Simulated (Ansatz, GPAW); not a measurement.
# A 2-layer slab of Ag(111): simulated STM images, part 2 of 2

Wanted: filled- and empty-state images of a 2-layer slab of Ag(111), with its work function.

GPAW 26.7.0 and Ansatz 0.2.0; GPAW, PAW setups; slab in vacuum (the session's first sound run).

So far, upper work function (eV): step 2 (relaxing the atoms) 4.63; step 3 (bands at fixed density, height 3.5 Å, STM [-1.0, 1.0] V) 4.63.

## 4. A second plane-wave code

A second program with its own datasets checks the number independently.

This step: Ansatz plane waves; slab in vacuum with a dipole correction; PAW set soft_1 (Ansatz 0.2.0).

The input, input.yaml:

```yaml
crystal:
  lattice:
    - [2.8920667351, 0.0, 0.0]
    - [1.4460333675, 2.504603262, 0.0]
    - [0.0, 0.0, 18.361362601]
  atoms:
    - { symbol: Ag, position: [0.6666668988, 0.6666684602, 0.4356975119] }
    - { symbol: Ag, position: [0.0, 0.0, 0.572635465] }
kpoints:
  mp_grid: { grid: [12, 12, 1] }
hamiltonian:
  xc: pbe
  pseudopotentials: { kind: paw, azcp: { folder: soft_1 } }
scf:
  occupations: { method: fermi_dirac, width: 0.1 }
efield:
  axis: 3
  dipole_correction: true
  ramp_width: 0.05
output:
  forces: true
  write_potential: true
  write_density: true
  volumetric_format: npy
```

Run with:

```sh
> ansatz run input.yaml --threads 4 --pin off --max-ram 8192MiB --backend cpu --events-out ev --progress --plain --runs-dir out
```

Numbers of over 12 decimals in the logs are rounded to 6 here.

Log:

```text
Warning: the atoms were moved onto the symmetric positions of the space group found under crystal.symmetry.tolerance 1.0e-5 (fractional; no operation is sought that the atoms, as they stand in a round, miss by more than twice it, and no atom is moved by as much as it), and the run uses the moved positions. Before a round's move an operation carried an atom to 5.52e-6 Å from where it should land, the largest such dist [...]
Engine: ansatz 0.2.0, x86_64-unknown-linux-gnu
Pseudopotentials: kind: paw
Pseudopotential: Ag, paw, valence charge 19, recommended cutoff 420 eV (normal), soft_1/Ag.paw.azcp
Functional definition: PBE
  parameter kappa = 0.804
  parameter beta = 0.066725
  exchange = pbe_x(kappa = kappa, mu = beta*pi^2/3)
  correlation = pbe_c(beta = beta)
Crystal: 2 atoms, lattice volume = 133.000 Å³
Basis set: ecut = 420 eV, 2581 PW (Γ), exchange–correlation on 40×40×250 points (8 copies of the dense FFT grid, shifted against one another)
Bands: 23, of which v1, the nominal top of the filled ones, is band 19 counted from 1 (18 counted from 0)
Symmetry: 6 space group operations
k-points: 19 of 144 (time reversal used)
Non-local potential: Ag, projectors of the file, l = 0: 3, l = 1: 2, l = 2: 2, l = 3: 1
PAW form: soft (Blöchl's): semilocal exchange-correlation on the pseudo side does not see the compensation charge
PAW one-centre angular grid: Ag, 590 points (default); XC on 64 Gauss nodes
Initial density: superposition of atomic densities (neutral atoms: chi_scale 0, normalization atom)
Initial wavefunctions: pseudopotential atomic-orbital guess
Functional: x = pbe(κ = 0.804, μ = 0.219515), c = pbe(β = 0.066725)
SCF iter   1: F=—  HF=-15180.892549 eV  |F-HF|=—  |Δ(HF+E_count)|=         —  Δρ=2.83e-2  dr2=1.20e0  ethr=3.10e-3  p=-0.000 e·Å  D=-4.52e-8 V/Å  ΔV_dip=0.00 eV  dr2_dipole=1.15e-8  V_vac-E_F(+/−)=4.58/4.58 eV  ⟨swp⟩=6.4  Hψ=2013  notcnv=0
efield: sawtooth ramp at fractional position 0.9792 (placed from the atoms, in the widest stretch of the axis that holds none; the zero of the levels goes with the place), width 0.0500; the density the first Hamiltonian is built on has a dipole p = -0.000 e·Å; the dipole correction subtracts the counter field D = -4.52e-8 V/Å, which shifts the + side's vacuum level by +0.00 eV against the − side's; the planar-averaged density in the ramp window peaks in size at 3.9e-7 e/Å³
preconditioner: auto → LDOS  [insulator: Δε(μ)=0.363 eV  Ē_g=8.092 eV  σ=0.100 eV  W_gap=0.70  n_scr=12 (ndim 8)  ℏωp=15.1 eV  f_vac=0.662  D(μ)=0.49/eV (n_scr^D=4)  ε∞_Penn≈4.5  β→1.0]
SCF iter   2: F=—  HF=-15181.363671 eV  |F-HF|=—  |Δ(HF+E_count)|=   4.71e-1  Δρ=4.56e-2  dr2=2.49e0  ethr=3.10e-3  p=0.000 e·Å  D=2.20e-4 V/Å  ΔV_dip=-0.00 eV  dr2_dipole=1.74e-6  V_vac-E_F(+/−)=4.79/4.80 eV  ⟨swp⟩=2.5  Hψ=1069  notcnv=0  defer=1
SCF iter   3: F=—  HF=-15180.635645 eV  |F-HF|=—  |Δ(HF+E_count)|=   7.28e-1  Δρ=1.27e-2  dr2=1.75e-1  ethr=3.10e-3  p=0.000 e·Å  D=5.99e-5 V/Å  ΔV_dip=-0.00 eV  dr2_dipole=1.16e-7  V_vac-E_F(+/−)=4.74/4.74 eV  ⟨swp⟩=2.1  Hψ=812  notcnv=0  defer=1
SCF iter   4: F=—  HF=-15180.582792 eV  |F-HF|=—  |Δ(HF+E_count)|=   5.29e-2  Δρ=1.24e-3  dr2=5.36e-3  ethr=4.59e-4  p=-0.000 e·Å  D=-6.24e-5 V/Å  ΔV_dip=0.00 eV  dr2_dipole=1.92e-8  V_vac-E_F(+/−)=4.60/4.60 eV  ⟨swp⟩=2.4  Hψ=851  notcnv=0  defer=1
SCF iter   5: F=—  HF=-15180.581615 eV  |F-HF|=—  |Δ(HF+E_count)|=   1.18e-3  Δρ=3.33e-4  dr2=1.27e-4  ethr=1.41e-5  p=-0.000 e·Å  D=-1.34e-5 V/Å  ΔV_dip=0.00 eV  dr2_dipole=1.83e-9  V_vac-E_F(+/−)=4.63/4.63 eV  ⟨swp⟩=2.1  Hψ=787  notcnv=0  defer=1
SCF iter   6: F=—  HF=-15180.581709 eV  |F-HF|=—  |Δ(HF+E_count)|=   9.37e-5  Δρ=8.28e-5  dr2=5.19e-6  ethr=3.34e-7  p=-0.000 e·Å  D=-1.03e-5 V/Å  ΔV_dip=0.00 eV  dr2_dipole=6.36e-10  V_vac-E_F(+/−)=4.62/4.62 eV  ⟨swp⟩=2.5  Hψ=841  notcnv=0  defer=1
SCF iter   7: F=—  HF=-15180.581725 eV  |F-HF|=—  |Δ(HF+E_count)|=   1.68e-5  Δρ=1.14e-5  dr2=1.33e-7  ethr=1.37e-8  p=0.000 e·Å  D=3.62e-6 V/Å  ΔV_dip=-0.00 eV  dr2_dipole=1.58e-10  V_vac-E_F(+/−)=4.62/4.62 eV  ⟨swp⟩=2.1  Hψ=666  notcnv=0  defer=1
SCF iter   8: F=-15180.581726 eV  HF=-15180.581726 eV  |F-HF|=4.30e-8  |Δ(HF+E_count)|=   1.56e-7  Δρ=6.77e-6  dr2=5.63e-8  ethr=2.63e-10  p=-0.000 e·Å  D=-7.53e-6 V/Å  ΔV_dip=0.00 eV  dr2_dipole=4.20e-10  V_vac-E_F(+/−)=4.62/4.62 eV  ⟨swp⟩=13.6  Hψ=3486  notcnv=0
SCF 1 converged in 8 iterations: F = -15180.581726 eV  dr2 = 5.63e-8
  greatest PAW one-centre occupation: 1.001 electrons in one spin orbital (limit 2), on the Ag atom at site 1 (counted from 0), in its partial waves of l = 0
SCF converged after 8 iterations
Free energy (F): -15180.581726 eV
Harris-Foulkes:  -15180.581726 eV  (|F-HF|=4.30e-8)
Internal energy: -15180.565565 eV  (E = F + TS)
E sigma→0 (E₀):  -15180.573645 eV
Entropy (-TS):   -0.016161 eV (-8.081 meV/atom)
Fermi energy:    1.014044 eV
Dipole field:    D = 0.000026 V/Å  (p = 0.000019 e·Å, saw-weighted, corrected)
Work function:   Φ+ = 4.6189 eV   Φ− = 4.6194 eV
Levels:          The Fermi level and band energies are counted from a zero that moves with the ramp; work functions are not
--- Per-component energies (eV) ---
  E_band       = -1076.164871
  E_kinetic    = 934.979107
  E_local      = -35689.563857  (includes V_loc(G=0)·N_el)
  E_nonlocal   = 64.161912
  E_hartree    = 17508.858435
  E_xc         = -316.299454
  E_vxc        = -400.030836  (∫ρ·V_xc dr)
  E_paw        = -7912.486075  (= ΣΔE_a)
  E_vpaw       = -1003.420525  (= ΣTr[D̂ρ^β])
  E_aug_tail   = 0.000761  (compensation charges beyond the density's cutoff)
  E_efield     = 0.000000  (sawtooth field / dipole correction)
  E_vefield    = 0.000000  (∫n·V_field dr)
  E_ewald      = 10229.783606
  E_smearing   = -0.016161  (= −TS)
  E_closure    = 0.000000  (closes the sum)
  Σ components = -15180.581726   (vs F -15180.581726, Δ=0.00e0)
--- Forces (eV/Å), atoms counted from 1 ---
  atom   1  Ag     0.00000000    -0.00000000     0.03558316
  atom   2  Ag    -0.00000000     0.00000000    -0.03552237
  max |Σ_I F_I| component: 6.08e-5 eV/Å
--- Band table (eV; the first three rows and the last of 19) ---
  k-point 0: bands = [... 15 lower, -2.3830, -2.3830, -2.0356, -2.0356, -1.0905, 1.5556, 5.2317, 5.4767]
  k-point 1: bands = [... 15 lower, -2.5301, -2.4146, -2.1575, -2.0372, -0.9094, 1.8827, 5.3815, 5.6487]
  k-point 2: bands = [... 15 lower, -2.8119, -2.4825, -2.3635, -2.0471, -0.4553, 2.7219, 5.8326, 6.1630]
  k-point 18: bands = [... 15 lower, -2.5978, -2.1654, -2.1652, 5.2469, 5.2469, 5.4266, 7.5133, 7.5133]
```

The job ended after 1.7 s (4 threads of Intel Xeon Platinum 8375C at 2.90GHz (Ice Lake), shared host; peak memory 0.45 GiB; 5.8 s of CPU time).

Numbers from this step:

- free energy: -15180.5817 eV
- smearing term TS: 0.01616 eV
- symmetry operations: 6
- upper work function: 4.619 eV
- lower work function: 4.619 eV
- dipole along the normal: 1.93e-5 e·Å
- dipole field: 2.63e-5 V/Å
- vacuum level above: 5.633 eV
- vacuum level below: 5.633 eV

Electrostatic potential energy of an electron (with the applied field's), less the Fermi level, planar mean against z:

```
z (Å)  electrostatic potential energy of an electron (with the applied field's), less the Fermi level, planar mean (eV)
  0.0                                                                                                              4.62
  0.5                                                                                                              4.62
  1.0                                                                                                              4.62
  1.5                                                                                                              4.62
  2.0                                                                                                              4.62
  2.5                                                                                                              4.62
  3.0                                                                                                              4.62
  3.5                                                                                                              4.62
  4.0                                                                                                              4.62
  4.5                                                                                                              4.61
  5.0                                                                                                              4.60
  5.5                                                                                                              4.55
  6.0                                                                                                              4.36
  6.5                                                                                                              3.67
  7.0                                                                                                             0.795
  7.5                                                                                                             -7.75
  8.0                                                                                                             -10.0
  8.5                                                                                                             -7.79
  9.0                                                                                                             0.288
  9.5                                                                                                             0.419
 10.0                                                                                                             -7.61
 10.5                                                                                                             -10.0
 11.0                                                                                                             -7.92
 11.5                                                                                                             0.622
 12.0                                                                                                              3.63
 12.5                                                                                                              4.35
 13.0                                                                                                              4.55
 13.5                                                                                                              4.60
 14.0                                                                                                              4.61
 14.5                                                                                                              4.62
 15.0                                                                                                              4.62
 15.5                                                                                                              4.62
 16.0                                                                                                              4.62
 16.5                                                                                                              4.62
 17.0                                                                                                              4.62
 17.5                                                                                                              4.62
 18.0                                                                                                              4.62
```

Valence density, planar mean against z:

z (Å), valence density, planar mean (e/Å³) and a bar:
```
      4.5       0.00 
      5.0       0.00 
      5.5       0.00 
      6.0       0.01 
      6.5       0.04 
      7.0       0.16 ##
      7.5       1.09 #############
      8.0       2.61 ##############################
      8.5       1.10 #############
      9.0       0.20 ##
      9.5       0.20 ##
     10.0       1.05 ############
     10.5       2.61 ##############################
     11.0       1.15 #############
     11.5       0.17 ##
     12.0       0.04 
     12.5       0.01 
     13.0       0.00 
     13.5       0.00 
     14.0       0.00
```

The upper face's work function is 4.619 eV, against 4.628 eV in the first plane-wave PBE run at this geometry.

## 5. Side by side

Results and costs are gathered.

This step: comparison of work functions, dipole and cost; PAW set soft_1 (GPAW 26.7.0).

Ladder, by row:

```csv
step,code,"work function, upper (eV)","work function, lower (eV)",dipole (e Å),wall time (s),peak memory (GiB),threads
pw,GPAW,4.628,4.627,5.29e-5,57.09,0.35,1
ansatz,Ansatz,4.619,4.619,1.93e-5,1.67,0.446,4
```

## 6. A changed run

One more run, with changed settings.

This step: GPAW, PAW setups; slab in vacuum (GPAW 26.7.0).

The input, run.py:

```python
import json
import numpy as np
from ase import Atoms
from gpaw import GPAW, PW

slab = Atoms(
    ['Ag', 'Ag'],
    positions=[
        [2.89207, 1.66974, 8.00000],
        [0.00000, 0.00000, 10.51437]],
    cell=[[2.89207, 0.0, 0.0], [1.44603, 2.5046, 0.0], [0.0, 0.0, 18.36136]],
    pbc=[True, True, False])

slab.calc = GPAW(mode=PW(400), xc='PBE', kpts={'size': (12, 12, 1), 'gamma': True},
                 occupations={'name': 'fermi-dirac', 'width': 2.0}, nbands='160%',
                 convergence={'density': 1e-05}, maxiter=50,
                 poissonsolver={'dipolelayer': 'xy'},
                 symmetry={'tolerance': 1e-3}, txt='slab.txt')
result = {}
energy = slab.get_potential_energy()
fermi = slab.calc.get_fermi_level()
v = slab.calc.get_electrostatic_potential().mean((0, 1)) - fermi
n = slab.calc.get_pseudo_density().mean((0, 1))
L = slab.cell[2, 2]
z = np.arange(len(v)) * L / len(v)
low, high = slab.positions[:, 2].min(), slab.positions[:, 2].max()
below, above = np.interp([low - 5.8, high + 5.8], z, v)
slopes = [np.interp(x, z, np.gradient(v, z)) for x in (low - 5.8, high + 5.8)]
eps = np.array([[slab.calc.get_eigenvalues(k, s) for k in range(len(slab.calc.get_ibz_k_points()))]
                for s in range(slab.calc.get_number_of_spins())]) - fermi
top, bottom = eps[eps < 0].max(), eps[eps > 0].min()
dipole = slab.get_dipole_moment()[2]
print(f'energy {energy:.4f} eV, Fermi level {fermi:.4f} eV, dipole {dipole:.5f} e A')
print(f'potential 5.8 A off the faces, from the Fermi level: lower {below:.4f} eV, upper {above:.4f} eV')
print(f'slope of the potential there: lower {slopes[0]:.5f}, upper {slopes[1]:.5f} eV/A')
print(f'nearest levels on the mesh: {top:.4f} and {bottom:.4f} eV')
print('magnetic moment', round(slab.get_magnetic_moment(), 3))
result.update(energy=energy, fermi=fermi, dipole=dipole, below=below, above=above, slopes=slopes, edges=[top, bottom],
              z=z.tolist(), v=v.tolist(), n=n.tolist(), positions=slab.positions.tolist(),
              forces=slab.get_forces(apply_constraint=False).tolist(), moments=slab.get_magnetic_moments().tolist())
json.dump(result, open('result.json', 'w'))
```

Run with:

```sh
> OMP_NUM_THREADS=1 OPENBLAS_NUM_THREADS=1 python run.py
```

Log:

```text
energy -3.9639 eV, Fermi level -2.9676 eV, dipole 0.00242 e A
potential 5.8 A off the faces, from the Fermi level: lower 8.0626 eV, upper 8.0348 eV
slope of the potential there: lower -0.24222, upper 0.23084 eV/A
nearest levels on the mesh: -0.1604 and 0.0849 eV
magnetic moment 0.0
```

It took 21 s on 1 thread; peak memory 0.17 GiB.

The run finished. A setting was moved off its sound value on purpose, so it serves as a test and not as the result.

The fault put into the input: a smearing of electronvolts (width = 2.0).

## 7. Outcome

| Property | Result |
| --- | --- |
| work function, both faces | 4.63 eV |
| dipole along the normal | 5.3e-5 e Å, near the numerical noise |
| corrugation at -1 V | 0.0376 Å |
| corrugation at 1 V | 0.0125 Å |

In GPAW's constant-current maps the tip height varies by under 0.05 Å at every bias shown (0.038 Å at most), which is near the numerical ripple of the maps: an s-wave tip would see an almost flat surface. Negative sample bias images filled states, positive bias empty ones. The two plane-wave codes differ by 0.0094 eV on the upper face. The images are of Tersoff-Hamann type: an s-wave tip, no tip-sample forces, heights closer than in a microscope. The slab is only 2.5 Å thick between its outer nuclei, so the values belong to this film more than to the surface of the bulk metal. The in-plane lattice was kept as typed, which isn't the functional's own and leaves some strain; spin-orbit coupling and temperature are left out.

[Logs are printed without paths, hosts, clocks, repeated set-up lines and the standing remarks that a program may print on its own settings, such as how far it seeks lower states.]

[Hosts, paths, dates, database ids (printed as entryN), source tags and the programs' standing remarks are cut or masked in the printed files.]
